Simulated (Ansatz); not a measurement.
## Work function of Rh(110): what the settings cost and change

How thick a slab and how much vacuum does the work function of Rh(110) need?

Method: plane-wave DFT, PBE, Ansatz PAW, in Ansatz 0.2.0.

**Measured values to reproduce.**

“Anisotropic work function of elemental crystals” (2019, arxiv:1902.07811) quotes from earlier work for Rh (clean (110) face, a compiled value): work function (clean (110) face, a compiled value) 4.86 eV.

## 1. Starting point

The cell holds 1 atom: 1 Rh. Its edges and angles: a = 3.800 Å, b = 2.687 Å, c = 18.000 Å, α = 90.0°, β = 90.0°, γ = 90.0°. Vacuum lies along c.

## 2. Run, setting 1 layer

A work function rests on the faint tail of the density, so the SCF threshold is tight. The slab grows from one layer, at fixed mesh and 18 Å of vacuum; then the vacuum is varied on one slab.

input.yaml

```yaml
crystal:
  lattice:
    - [3.8, 0.0, 0.0]
    - [0.0, 2.6870057685, 0.0]
    - [0.0, 0.0, 18.0]
  atoms:
    - { symbol: Rh, position: [0.5, 0.5, 0.5] }
kpoints:
  mp_grid: { grid: [11, 15, 1] }
hamiltonian:
  xc: pbe
scf:
  occupations: { method: fermi_dirac, width: 0.1 }
  convergence: { dr2_threshold: 1.0e-09 }
efield:
  axis: 3
  dipole_correction: true
  ramp_position: 0.97
  ramp_width: 0.06
output:
  write_potential: true
  write_density: true
  volumetric_format: npy
  elf: true
```

The run is started by

```sh
$ ansatz run input.yaml --threads 2 --pin off --max-ram 3072MiB --backend cpu --events-out ev --progress --plain --runs-dir out
```

The program printed:

```text
Engine: ansatz 0.2.0, aarch64-unknown-linux-gnu
Pseudopotentials: kind: paw
Pseudopotential: Rh, paw, valence charge 17, recommended cutoff 420 eV (normal), Rh.paw.azcp
Functional definition: PBE
  parameter kappa = 0.804
  parameter beta = 0.066725
  exchange = pbe_x(kappa = kappa, mu = beta*pi^2/3)
  correlation = pbe_c(beta = beta)
Crystal: 1 atoms, lattice volume = 183.791 Å³
Basis set: ecut = 420 eV, 3601 PW (Γ)
Bands: 13, of which v1, the nominal top of the filled ones, is band 9 counted from 1 (8 counted from 0)
Symmetry: 4 space group operations
k-points: 48 of 165
Non-local potential: Rh, projectors of the file, l = 0: 3, l = 1: 2, l = 2: 2, l = 3: 1
PAW form: soft (Blöchl's): semilocal exchange-correlation on the pseudo side does not see the compensation charge
PAW one-centre angular grid: Rh, 590 points (default); XC on 64 Gauss nodes
Initial density: superposition of atomic densities (neutral atoms: chi_scale 0, normalization atom), corrected by the library's trained network
Initial wavefunctions: pseudopotential atomic-orbital guess
Functional: x = pbe(κ = 0.804, μ = 0.219515), c = pbe(β = 0.066725)
SCF iter   1: F=—  HF=-6399.377930 eV  |F-HF|=—  |Δ(HF+E_count)|=         —  Δρ=6.25e-3  dr2=3.03e-2  ethr=1.77e-3  p=-0.000 e·Å  D=-2.41e-15 V/Å  ΔV_dip=0.00 eV  dr2_dipole=6.75e-14  V_vac-E_F(+/−)=5.41/5.41 eV  ⟨swp⟩=5.2  Hψ=3381  notcnv=0
efield: sawtooth ramp at fractional position 0.9700 (set: `efield.ramp_position`, or a place that a band, a saddle search or an elastic batch's reference lends), width 0.0600; the density the first Hamiltonian is built on has a dipole p = -0.000 e·Å; the dipole correction subtracts the counter field D = -2.41e-15 V/Å, which shifts the + side's vacuum level by +0.00 eV against the − side's; the planar-averaged density in the ramp window peaks in size at 5.5e-6 e/Å³
preconditioner: auto → LDOS  [metal: Δε(μ)=0.014 eV  Ē_g=5.786 eV  σ=0.100 eV  W_gap=0.03  n_scr=20 (ndim 8)  ℏωp=8.2 eV  f_vac=0.758  D(μ)=4.11/eV (n_scr^D=24)  β→1.0]
SCF iter   2: F=—  HF=-6399.377300 eV  |F-HF|=—  |Δ(HF+E_count)|=   6.30e-4  Δρ=4.93e-3  dr2=1.34e-2  ethr=1.78e-4  p=0.000 e·Å  D=2.52e-8 V/Å  ΔV_dip=-0.00 eV  dr2_dipole=7.22e-13  V_vac-E_F(+/−)=5.33/5.33 eV  ⟨swp⟩=2.7  Hψ=1535  notcnv=0
SCF iter   3: F=—  HF=-6399.375111 eV  |F-HF|=—  |Δ(HF+E_count)|=   2.19e-3  Δρ=1.72e-3  dr2=1.85e-3  ethr=7.87e-5  p=0.000 e·Å  D=9.07e-8 V/Å  ΔV_dip=-0.00 eV  dr2_dipole=2.58e-14  V_vac-E_F(+/−)=5.34/5.34 eV  ⟨swp⟩=2.8  Hψ=1123  notcnv=0
SCF iter   4: F=—  HF=-6399.374879 eV  |F-HF|=—  |Δ(HF+E_count)|=   2.32e-4  Δρ=3.73e-4  dr2=2.47e-4  ethr=1.09e-5  p=0.000 e·Å  D=6.56e-8 V/Å  ΔV_dip=-0.00 eV  dr2_dipole=4.84e-14  V_vac-E_F(+/−)=5.33/5.33 eV  ⟨swp⟩=1.0  Hψ=624  notcnv=0
SCF iter   5: F=—  HF=-6399.374869 eV  |F-HF|=—  |Δ(HF+E_count)|=   1.04e-5  Δρ=1.02e-4  dr2=2.24e-5  ethr=1.45e-6  p=0.000 e·Å  D=2.24e-8 V/Å  ΔV_dip=-0.00 eV  dr2_dipole=4.60e-15  V_vac-E_F(+/−)=5.32/5.32 eV  ⟨swp⟩=2.0  Hψ=823  notcnv=0
SCF iter   6: F=—  HF=-6399.374873 eV  |F-HF|=—  |Δ(HF+E_count)|=   4.20e-6  Δρ=1.03e-4  dr2=8.00e-6  ethr=1.32e-7  p=-0.000 e·Å  D=-3.31e-9 V/Å  ΔV_dip=0.00 eV  dr2_dipole=1.06e-15  V_vac-E_F(+/−)=5.31/5.31 eV  ⟨swp⟩=2.4  Hψ=911  notcnv=0
SCF iter   7: F=—  HF=-6399.374872 eV  |F-HF|=—  |Δ(HF+E_count)|=   1.33e-6  Δρ=1.04e-5  dr2=1.35e-7  ethr=4.71e-8  p=-0.000 e·Å  D=-2.44e-9 V/Å  ΔV_dip=0.00 eV  dr2_dipole=8.11e-16  V_vac-E_F(+/−)=5.31/5.31 eV  ⟨swp⟩=1.0  Hψ=624  notcnv=0
SCF iter   8: F=—  HF=-6399.374871 eV  |F-HF|=—  |Δ(HF+E_count)|=   6.44e-7  Δρ=2.62e-6  dr2=8.34e-9  ethr=7.94e-10  p=0.000 e·Å  D=1.62e-9 V/Å  ΔV_dip=-0.00 eV  dr2_dipole=1.50e-15  V_vac-E_F(+/−)=5.31/5.31 eV  ⟨swp⟩=2.1  Hψ=844  notcnv=0
SCF iter   9: F=-6399.374871 eV  HF=-6399.374871 eV  |F-HF|=5.09e-11  |Δ(HF+E_count)|=   1.10e-8  Δρ=6.31e-7  dr2=2.94e-10  ethr=5.88e-12  p=-0.000 e·Å  D=-6.07e-9 V/Å  ΔV_dip=0.00 eV  dr2_dipole=3.96e-15  V_vac-E_F(+/−)=5.31/5.31 eV  ⟨swp⟩=5.6  Hψ=2110  notcnv=0
SCF 1 converged in 9 iterations: F = -6399.374871 eV  dr2 = 2.94e-10
  greatest PAW one-centre occupation: 1.000 electrons in one spin orbital (limit 2), on the Rh atom at site 0 (counted from 0), in its partial waves of l = 0
WARN: The output density's exchange-correlation potential varies sharply where the density is thin. Do not read a vacuum level from v_tot or v_xc, or from such a field of the output density. On a cell that repeats whose density bears no net charge and no dipole along the vacuum's axis use v_es (v_loc + v_h of the components); under efield.dipole_correction with no amplitude use v_es + v_field, which holds any externa [...]
SCF converged after 9 iterations
Free energy (F): -6399.374871 eV
Harris-Foulkes:  -6399.374871 eV  (|F-HF|=5.09e-11)
Internal energy: -6399.227089 eV  (E = F + TS)
E sigma→0 (E₀):  -6399.300980 eV
Entropy (-TS):   -0.147782 eV (-147.782 meV/atom)
Fermi energy:    -3.205298 eV
Dipole field:    D = 0.000000 V/Å  (p = 0.000000 e·Å, saw-weighted, corrected)
Work function:   Φ+ = 5.3086 eV   Φ− = 5.3086 eV
Levels:          The Fermi level and band energies are counted from a zero that moves with the ramp; work functions are not
--- Per-component energies (eV) ---
  E_band       = -488.604172
  E_kinetic    = 570.018134
  E_local      = -8879.931280  (includes V_loc(G=0)·N_el)
  E_nonlocal   = 361.260651
  E_hartree    = 4003.228201
  E_xc         = -216.460888
  E_vxc        = -270.913186  (∫ρ·V_xc dr)
  E_paw        = -3589.709448  (= ΣΔE_a)
  E_vpaw       = -275.495880  (= ΣTr[D̂ρ^β])
  E_aug_tail   = 0.000891  (compensation charges beyond the density's cutoff)
  E_efield     = 0.000000  (sawtooth field / dipole correction)
  E_vefield    = 0.000000  (∫n·V_field dr)
  E_ewald      = 1352.366650
  E_smearing   = -0.147782  (= −TS)
  E_closure    = 0.000000  (closes the sum)
  Σ components = -6399.374871   (vs F -6399.374871, Δ=0.00e0)
--- Band table (eV; the first three rows and the last of 48) ---
  k-point 0: bands = [... 5 lower, -4.7802, -3.8489, -3.6492, -2.7989, -2.7865, -0.6122, 1.8251, 2.4907]
  k-point 1: bands = [... 5 lower, -4.7310, -3.8145, -3.6323, -2.9765, -2.9100, -0.4279, 1.9154, 2.5923]
  k-point 2: bands = [... 5 lower, -4.5891, -3.7096, -3.5841, -3.3898, -3.2359, 0.0278, 2.1863, 2.8929]
  k-point 47: bands = [... 5 lower, -5.0721, -3.4843, -3.2438, -2.5584, 1.7535, 3.6496, 5.5043, 6.2014]
```

It took 16 s on 2 threads of Arm Neoverse N1, shared host; peak memory 0.47 GiB.

Numbers from this step:

```yaml
energy_at_zero_smearing: -6399.3010 eV
work_function_upper_face: 5.309 eV
```

Running mean over 1.344 Å of the planar mean; the ramp of the sawtooth is left out. Table of electron's electrostatic potential energy less the Fermi level by z:

| z (Å) | electron's electrostatic potential energy less the Fermi level (eV) |
| --- | --- |
| 2.88 | 5.31 |
| 3.17 | 5.31 |
| 3.60 | 5.31 |
| 3.89 | 5.31 |
| 4.18 | 5.31 |
| 4.46 | 5.31 |
| 4.90 | 5.31 |
| 5.18 | 5.31 |
| 5.47 | 5.30 |
| 5.90 | 5.29 |
| 6.19 | 5.27 |
| 6.48 | 5.22 |
| 6.91 | 5.05 |
| 7.20 | 4.76 |
| 7.49 | 4.12 |
| 7.78 | 2.55 |
| 8.21 | -2.23 |
| 8.50 | -6.03 |
| 8.78 | -8.88 |
| 9.22 | -8.88 |
| 9.50 | -6.03 |
| 9.79 | -2.23 |
| 10.22 | 2.55 |
| 10.51 | 4.12 |
| 10.80 | 4.76 |
| 11.09 | 5.05 |
| 11.52 | 5.22 |
| 11.81 | 5.27 |
| 12.10 | 5.29 |
| 12.53 | 5.30 |
| 12.82 | 5.31 |
| 13.10 | 5.31 |
| 13.54 | 5.31 |
| 13.82 | 5.31 |
| 14.11 | 5.31 |
| 14.40 | 5.31 |
| 14.83 | 5.31 |
| 15.12 | 5.31 |

Electrostatic potential energy in the ca plane at fractional y = 0.500, with atoms of Rh within 0.2 Å of it. With pseudopotentials it is smooth inside the atoms' cores, unlike the true potential.

Ten even steps from '0' (-33 eV) to '9' (2 eV), each cell a mean:
```
99999999999999999999999999999999999999999999
99999999999999999999877899999999999999999999
99999999999999999998611379999999999999999999
99999999999999999997100058999999999999999999
99999999999999999997000038999999999999999999
99999999999999999998300069999999999999999999
99999999999999999999754689999999999999999999
99999999999999999999988999999999999999999999
99999999999999999999999999999999999999999999
```
Columns run along c (18.0 Å; values clipped at the 3rd and 97th percentile), rows up along a (3.8 Å). Atoms in or near the plane, at fractional coordinates: Rh at (0.50, 0.50).

Valence density in the ca plane at fractional y = 0.500, with atoms of Rh within 0.2 Å of it. It is the smooth field of the valence electrons, not physical close to the nuclei.

Values in units of 1e0 e/Å³, 5 rows by 16 columns, each cell a mean:
```
0.0 0.0 0.0 0.0 0.0 0.0 0.0 0.1 0.1 0.0 0.0 0.0 0.0 0.0 0.0 0.0
0.0 0.0 0.0 0.0 0.0 0.0 0.0 1.8 2.6 0.1 0.0 0.0 0.0 0.0 0.0 0.0
0.0 0.0 0.0 0.0 0.0 0.0 0.1 4.7 6.9 0.1 0.0 0.0 0.0 0.0 0.0 0.0
0.0 0.0 0.0 0.0 0.0 0.0 0.0 0.9 1.3 0.0 0.0 0.0 0.0 0.0 0.0 0.0
0.0 0.0 0.0 0.0 0.0 0.0 0.0 0.1 0.1 0.0 0.0 0.0 0.0 0.0 0.0 0.0
```
Columns run along c (18.0 Å), rows up along a (3.8 Å). Atoms in or near the plane, at fractional coordinates: Rh at (0.50, 0.50).

ELF in the ca plane at fractional y = 0.500, with atoms of Rh within 0.2 Å of it. It is the smooth field of the valence electrons, not physical close to the nuclei.

Values, 5 rows by 16 columns, each cell a mean:
```
0.00 0.00 0.00 0.00 0.00 0.01 0.05 0.14 0.15 0.07 0.01 0.00 0.00 0.00 0.00 0.00
0.00 0.00 0.00 0.00 0.00 0.02 0.10 0.39 0.46 0.12 0.02 0.00 0.00 0.00 0.00 0.00
0.00 0.00 0.00 0.00 0.00 0.02 0.11 0.54 0.64 0.15 0.03 0.00 0.00 0.00 0.00 0.00
0.00 0.00 0.00 0.00 0.00 0.01 0.09 0.30 0.35 0.11 0.02 0.00 0.00 0.00 0.00 0.00
0.00 0.00 0.00 0.00 0.00 0.01 0.05 0.13 0.14 0.06 0.01 0.00 0.00 0.00 0.00 0.00
```
Columns run along c (18.0 Å), rows up along a (3.8 Å). Atoms in or near the plane, at fractional coordinates: Rh at (0.50, 0.50).

The work function is 5.309 eV.

## 3. Run, 2 atoms

System of this step: Rh(110). The cell holds 2 atoms: 2 Rh. Cell: a = 3.800 Å, b = 2.687 Å, c = 19.344 Å, α = 90.0°, β = 90.0°, γ = 90.0°. Vacuum lies along c.

input.yaml, the sections that differ from step 2:

```yaml
crystal:
  lattice:
    - [3.8, 0.0, 0.0]
    - [0.0, 2.6870057685, 0.0]
    - [0.0, 0.0, 19.3435028843]
  atoms:
    - { symbol: Rh, position: [0.5, 0.5, 0.4652725028] }
    - { symbol: Rh, position: [0.0, 0.0, 0.5347274972] }
output:
  write_potential: true
  write_density: true
  volumetric_format: npy
# kpoints, hamiltonian, scf, efield: as in step 2
```

The program printed:

```text
[...]
Crystal: 2 atoms, lattice volume = 197.509 Å³
Basis set: ecut = 420 eV, 3873 PW (Γ)
Bands: 21, of which v1, the nominal top of the filled ones, is band 17 counted from 1 (16 counted from 0)
Symmetry: 4 space group operations
k-points: 48 of 165
[...]
k-point 0: bands = [... 13 lower, -2.3575, -1.6674, -1.5818, -1.5411, -0.8614, -0.5146, -0.3537, 2.8395]
  k-point 1: bands = [... 13 lower, -2.6009, -1.7358, -1.6658, -1.4744, -0.8249, -0.4645, -0.3061, 2.9381]
  k-point 2: bands = [... 13 lower, -2.9833, -2.0046, -1.9231, -1.1778, -0.7759, -0.7122, 0.1522, 3.2248]
  k-point 47: bands = [... 13 lower, -2.0752, -1.8448, -1.7970, -0.4503, -0.3911, 2.7951, 3.2142, 6.9476]
[key lines of the parts left out:]
SCF converged after 9 iterations
Free energy (F): -12802.814455 eV
Fermi energy:    -1.014031 eV
Dipole field:    D = 0.000000 V/Å  (p = 0.000000 e·Å, saw-weighted, corrected)
Work function:   Φ+ = 4.7965 eV   Φ− = 4.7965 eV
```

It took 27 s on 2 threads; peak memory 0.48 GiB; 52 s of CPU time.

The work function is 4.796 eV, -0.512 eV from the run “1 layer”, at 1.6 times its CPU time.

## 4. Run, 3 atoms

System of this step: Rh(110). The cell holds 3 atoms: 3 Rh. Its edges and angles: a = 3.800 Å, b = 2.687 Å, c = 20.687 Å, α = 90.0°, β = 90.0°, γ = 90.0°. Vacuum lies along c.

input.yaml, the sections that differ from step 3:

```yaml
crystal:
  lattice:
    - [3.8, 0.0, 0.0]
    - [0.0, 2.6870057685, 0.0]
    - [0.0, 0.0, 20.6870057685]
  atoms:
    - { symbol: Rh, position: [0.0, 0.0, 0.4350557109] }
    - { symbol: Rh, position: [0.5, 0.5, 0.5] }
    - { symbol: Rh, position: [0.0, 0.0, 0.5649442891] }
# kpoints, hamiltonian, scf, efield, output: as in step 3
```

The program printed:

```text
[...]
Crystal: 3 atoms, lattice volume = 211.227 Å³
Basis set: ecut = 420 eV, 4137 PW (Γ)
Bands: 31, of which v1, the nominal top of the filled ones, is band 26 counted from 1 (25 counted from 0)
Symmetry: 4 space group operations
k-points: 48 of 165
[...]
k-point 0: bands = [... 22 lower, -0.1849, -0.1303, 0.2972, 0.3840, 0.3891, 0.9274, 1.4655, 2.7906, ... 1 higher]
  k-point 1: bands = [... 22 lower, -0.2907, -0.0237, 0.1838, 0.3905, 0.7142, 0.8958, 1.3054, 2.9018, ... 1 higher]
  k-point 2: bands = [... 22 lower, -0.2962, -0.2176, 0.3968, 0.3986, 0.9092, 0.9835, 1.0317, 3.2248, ... 1 higher]
  k-point 47: bands = [... 22 lower, -0.0139, 0.2711, 1.1805, 1.1895, 1.2903, 3.5090, 4.1433, 7.3311, ... 1 higher]
[key lines of the parts left out:]
SCF converged after 10 iterations
Free energy (F): -19205.629119 eV
Fermi energy:    0.666998 eV
Dipole field:    D = -0.000000 V/Å  (p = -0.000000 e·Å, saw-weighted, corrected)
Work function:   Φ+ = 4.6084 eV   Φ− = 4.6084 eV
```

Elapsed: 44 s, on 2 threads; peak memory 0.58 GiB; 87 s of CPU time.

The work function is 4.608 eV, -0.188 eV from the run “2 layers”, at 1.7 times its CPU time.

## 5. Run, 4 atoms

System of this step: Rh(110). The cell holds 4 atoms: 4 Rh. Its edges and angles: a = 3.800 Å, b = 2.687 Å, c = 22.031 Å, α = 90.0°, β = 90.0°, γ = 90.0°. Vacuum lies along c.

input.yaml, the sections that differ from step 4:

```yaml
crystal:
  lattice:
    - [3.8, 0.0, 0.0]
    - [0.0, 2.6870057685, 0.0]
    - [0.0, 0.0, 22.0305086528]
  atoms:
    - { symbol: Rh, position: [0.5, 0.5, 0.4085243851] }
    - { symbol: Rh, position: [0.0, 0.0, 0.4695081284] }
    - { symbol: Rh, position: [0.5, 0.5, 0.5304918716] }
    - { symbol: Rh, position: [0.0, 0.0, 0.5914756149] }
# kpoints, hamiltonian, scf, efield, output: as in step 4
```

The program printed:

```text
[...]
Crystal: 4 atoms, lattice volume = 224.945 Å³
Basis set: ecut = 420 eV, 4409 PW (Γ)
Bands: 41, of which v1, the nominal top of the filled ones, is band 34 counted from 1 (33 counted from 0)
Symmetry: 4 space group operations
k-points: 48 of 165
[...]
k-point 0: bands = [... 30 lower, 0.7494, 1.0684, 1.5409, 1.5781, 1.9362, 2.0853, 2.2703, 2.8296, ... 3 higher]
  k-point 1: bands = [... 30 lower, 0.8987, 1.1848, 1.2676, 1.6448, 1.8108, 2.1709, 2.3688, 2.6484, ... 3 higher]
  k-point 2: bands = [... 30 lower, 1.0189, 1.0788, 1.3483, 1.4021, 1.9432, 2.0131, 2.3357, 2.6324, ... 3 higher]
  k-point 47: bands = [... 30 lower, 1.4349, 1.4512, 2.4103, 2.5301, 2.5489, 2.5638, 4.4208, 4.8800, ... 3 higher]
[key lines of the parts left out:]
SCF converged after 10 iterations
Free energy (F): -25608.403596 eV
Fermi energy:    1.938433 eV
Dipole field:    D = 0.000006 V/Å  (p = 0.000008 e·Å, saw-weighted, corrected)
Work function:   Φ+ = 4.6705 eV   Φ− = 4.6706 eV
```

Wall time 56 s (2 threads); peak memory 0.69 GiB.

The work function is 4.671 eV, +0.062 eV from the run “3 layers”, at 1.3 times its CPU time.

## 6. Run, 5 atoms

System of this step: Rh(110). The cell holds 5 atoms: 5 Rh. Its edges and angles: a = 3.800 Å, b = 2.687 Å, c = 23.374 Å, α = 90.0°, β = 90.0°, γ = 90.0°. Vacuum lies along c.

input.yaml, the sections that differ from step 5:

```yaml
crystal:
  lattice:
    - [3.8, 0.0, 0.0]
    - [0.0, 2.6870057685, 0.0]
    - [0.0, 0.0, 23.374011537]
  atoms:
    - { symbol: Rh, position: [0.0, 0.0, 0.3850430204] }
    - { symbol: Rh, position: [0.5, 0.5, 0.4425215102] }
    - { symbol: Rh, position: [0.0, 0.0, 0.5] }
    - { symbol: Rh, position: [0.5, 0.5, 0.5574784898] }
    - { symbol: Rh, position: [0.0, 0.0, 0.6149569796] }
# kpoints, hamiltonian, scf, efield, output: as in step 5
```

The program printed:

```text
[...]
Crystal: 5 atoms, lattice volume = 238.663 Å³
Basis set: ecut = 420 eV, 4699 PW (Γ)
Bands: 51, of which v1, the nominal top of the filled ones, is band 43 counted from 1 (42 counted from 0)
Symmetry: 4 space group operations
k-points: 48 of 165
[...]
k-point 0: bands = [... 39 lower, 2.3711, 2.5760, 2.6053, 2.8770, 3.3412, 3.4969, 3.5574, 3.5963, ... 4 higher]
  k-point 1: bands = [... 39 lower, 2.2798, 2.7164, 2.7307, 2.8277, 3.1016, 3.4679, 3.5953, 3.8161, ... 4 higher]
  k-point 2: bands = [... 39 lower, 2.3893, 2.7560, 2.8421, 2.8426, 2.9026, 3.2972, 3.6273, 3.8238, ... 4 higher]
  k-point 47: bands = [... 39 lower, 2.9517, 3.6014, 3.6983, 3.7624, 3.8459, 3.8686, 5.3004, 5.8522, ... 4 higher]
[key lines of the parts left out:]
SCF converged after 10 iterations
Free energy (F): -32011.385385 eV
Fermi energy:    3.181091 eV
Dipole field:    D = -0.000000 V/Å  (p = -0.000000 e·Å, saw-weighted, corrected)
Work function:   Φ+ = 4.5717 eV   Φ− = 4.5717 eV
```

Run time: 74 s. Hardware: 2 threads; peak memory 0.81 GiB.

The work function is 4.572 eV, -0.099 eV from the run “4 layers”, at 1.3 times its CPU time.

## 7. Run, 6 atoms

System of this step: Rh(110). The cell holds 6 atoms: 6 Rh. Its edges and angles: a = 3.800 Å, b = 2.687 Å, c = 24.718 Å, α = 90.0°, β = 90.0°, γ = 90.0°. Vacuum lies along c.

input.yaml, the sections that differ from step 6:

```yaml
crystal:
  lattice:
    - [3.8, 0.0, 0.0]
    - [0.0, 2.6870057685, 0.0]
    - [0.0, 0.0, 24.7175144213]
  atoms:
    - { symbol: Rh, position: [0.5, 0.5, 0.3641142813] }
    - { symbol: Rh, position: [0.0, 0.0, 0.4184685688] }
    - { symbol: Rh, position: [0.5, 0.5, 0.4728228563] }
    - { symbol: Rh, position: [0.0, 0.0, 0.5271771437] }
    - { symbol: Rh, position: [0.5, 0.5, 0.5815314312] }
    - { symbol: Rh, position: [0.0, 0.0, 0.6358857187] }
# kpoints, hamiltonian, scf, efield, output: as in step 6
```

The program printed:

```text
[...]
Crystal: 6 atoms, lattice volume = 252.381 Å³
Basis set: ecut = 420 eV, 4959 PW (Γ)
Bands: 62, of which v1, the nominal top of the filled ones, is band 51 counted from 1 (50 counted from 0)
Symmetry: 4 space group operations
k-points: 48 of 165
[...]
k-point 0: bands = [... 47 lower, 3.2824, 3.3790, 3.4938, 4.0077, 4.0571, 4.1588, 4.4772, 4.6011, ... 7 higher]
  k-point 1: bands = [... 47 lower, 3.1725, 3.4729, 3.4853, 4.0350, 4.1322, 4.2120, 4.2580, 4.5275, ... 7 higher]
  k-point 2: bands = [... 47 lower, 3.2392, 3.4631, 3.5350, 4.0379, 4.1122, 4.1185, 4.1360, 4.5317, ... 7 higher]
  k-point 47: bands = [... 47 lower, 3.9113, 4.5864, 4.6864, 4.7188, 4.7839, 4.8996, 4.9102, 6.1189, ... 7 higher]
[key lines of the parts left out:]
SCF converged after 10 iterations
Free energy (F): -38414.315847 eV
Fermi energy:    4.216429 eV
Dipole field:    D = -0.000002 V/Å  (p = -0.000002 e·Å, saw-weighted, corrected)
Work function:   Φ+ = 4.6053 eV   Φ− = 4.6053 eV
```

It took 2.6 min on 2 threads; peak memory 0.97 GiB; 3.4 min of CPU time.

The work function is 4.605 eV, +0.034 eV from the run “5 layers”, at 1.4 times its CPU time.

[end of part 1 of 2]

[Long decimals in the printed logs are rounded to 6 places.]

[Logs are printed without paths, hosts, clocks, repeated set-up lines and the standing remarks that a program may print on its own settings, such as how far it seeks lower states.]

[Hosts, paths, dates, database ids (printed as entryN), source tags and the programs' standing remarks are cut or masked in the printed files.]

[Maps of the electrostatic potential energy from Ansatz leave out the sawtooth potential of an applied field or a dipole correction, so their vacuum need not be flat; planar profiles and work functions include it.]
